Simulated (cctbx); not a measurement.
# Interatomic vectors of Mg7MoP6

Space group Ibam (no. 72), a = 5.9790 Å, b = 11.1790 Å, c = 13.2010 Å, α = 90.00°, β = 90.00°, γ = 90.00°, content Mo4 P24 Mg28.

The data are simulated with cctbx, not measured: Mo Kα, λ = 0.71073 Å, to d = 0.7 Å, 95 % of the full sphere, strongest reflection 40000 counts, noise from counting, a 2 % proportional error and a noise floor of 2 counts (s.d.); no absorption.

Patterson synthesis, origin scaled to 1000:

```text
Patterson group I m m m
      u       v       w   height  length (A)
  0.000   0.000   0.000   1000.0     0.00
  0.000   0.500   0.000    606.0     5.59
  0.000   0.000   0.500    601.4     6.60
  0.000   0.500   0.500    321.1     8.65
  0.000   0.246   0.150    320.0     3.39
  0.262   0.160   0.251    229.9     4.08
  0.000   0.248   0.358    220.7     5.47
  0.244   0.107   0.091    216.8     2.24
  0.241   0.108   0.410    205.7     5.73
  0.253   0.000   0.250    154.5     3.63
  0.000   0.000   0.317     97.5     4.18
  0.000   0.451   0.337     90.9     6.72
  0.000   0.500   0.317     89.7     6.98
  0.000   0.222   0.500     88.3     7.05
```

Q: Assign the vectors.

A peak at u stands for all pairs with xi − xj = u, with weight Σ ZiZj against Σ Z² = 16488 at the origin. Peak heights follow these weights only roughly, since form factors, motion and series ripples differ, all vectors within 0.55 Å of a peak are counted as merged into it though the farther ones add only part of their weight, and F(000) is left out, which lowers the whole map:

| u | v | w | shortest length (Å) | height | 1000 ΣZiZj/ΣZ² | pairs in the cell |
| --- | --- | --- | --- | --- | --- | --- |
| 0.000 | 0.500 | 0.000 | 5.59 | 606 | 782 | 24 × P–P, 8 × Mo–Mg, 24 × Mg–Mg |
| 0.000 | 0.000 | 0.500 | 6.34 | 601 | 603 | 4 × Mo–Mo, 20 × Mg–Mg |
| 0.000 | 0.500 | 0.500 | 2.99 | 321 | 384 | 8 × Mo–Mg, 16 × Mg–Mg |
| 0.000 | 0.246 | 0.150 | 3.39 | 320 | 587 | 20 × P–P, 8 × Mo–Mg, 8 × Mg–Mg |
| 0.262 | 0.160 | 0.251 | 4.08 | 230 | 371 | 20 × P–Mg, 4 × Mo–P |
| 0.000 | 0.248 | 0.358 | 4.52 | 221 | 314 | 8 × Mo–Mg, 8 × Mg–Mg |
| 0.244 | 0.107 | 0.091 | 2.24 | 217 | 284 | 4 × Mo–P, 12 × P–Mg |
| 0.241 | 0.108 | 0.410 | 4.80 | 206 | 284 | 4 × Mo–P, 12 × P–Mg |
| 0.253 | 0.000 | 0.250 | 3.63 | 154 | 314 | 8 × Mo–Mg, 8 × Mg–Mg |
| 0.000 | 0.000 | 0.317 | 4.18 | 98 | 179 | 8 × P–P, 8 × Mg–Mg |

The table stops at ten peaks or at a height of 45, below which ripples compete. In the model behind the data Mo, the heaviest element, has 1 independent site: (1/2, 1/2, 1/4), up to an allowed shift of origin; the Mo–Mo vectors are differences of these positions and their symmetry mates. The whole model:

```
atom  mult.       x       y       z  Ueq (Å²)
 Mo1      4     1/2     1/2     1/4    0.0083
  P1      8  0.2280  0.6672       0    0.0109
  P2     16  0.7363  0.3904  0.3398    0.0106
 Mg1      4       0     1/2     1/4    0.0128
 Mg2     16  0.5214  0.2532  0.1083    0.0216
 Mg3      8  0.7473  0.0275       0    0.0142
```

The model was made for the exercise: a known structure type with other elements put in, its volume estimated, not relaxed; displacement parameters are assumed.

[Logs are printed without paths, hosts, clocks, repeated set-up lines and the standing remarks that a program may print on its own settings, such as how far it seeks lower states.]
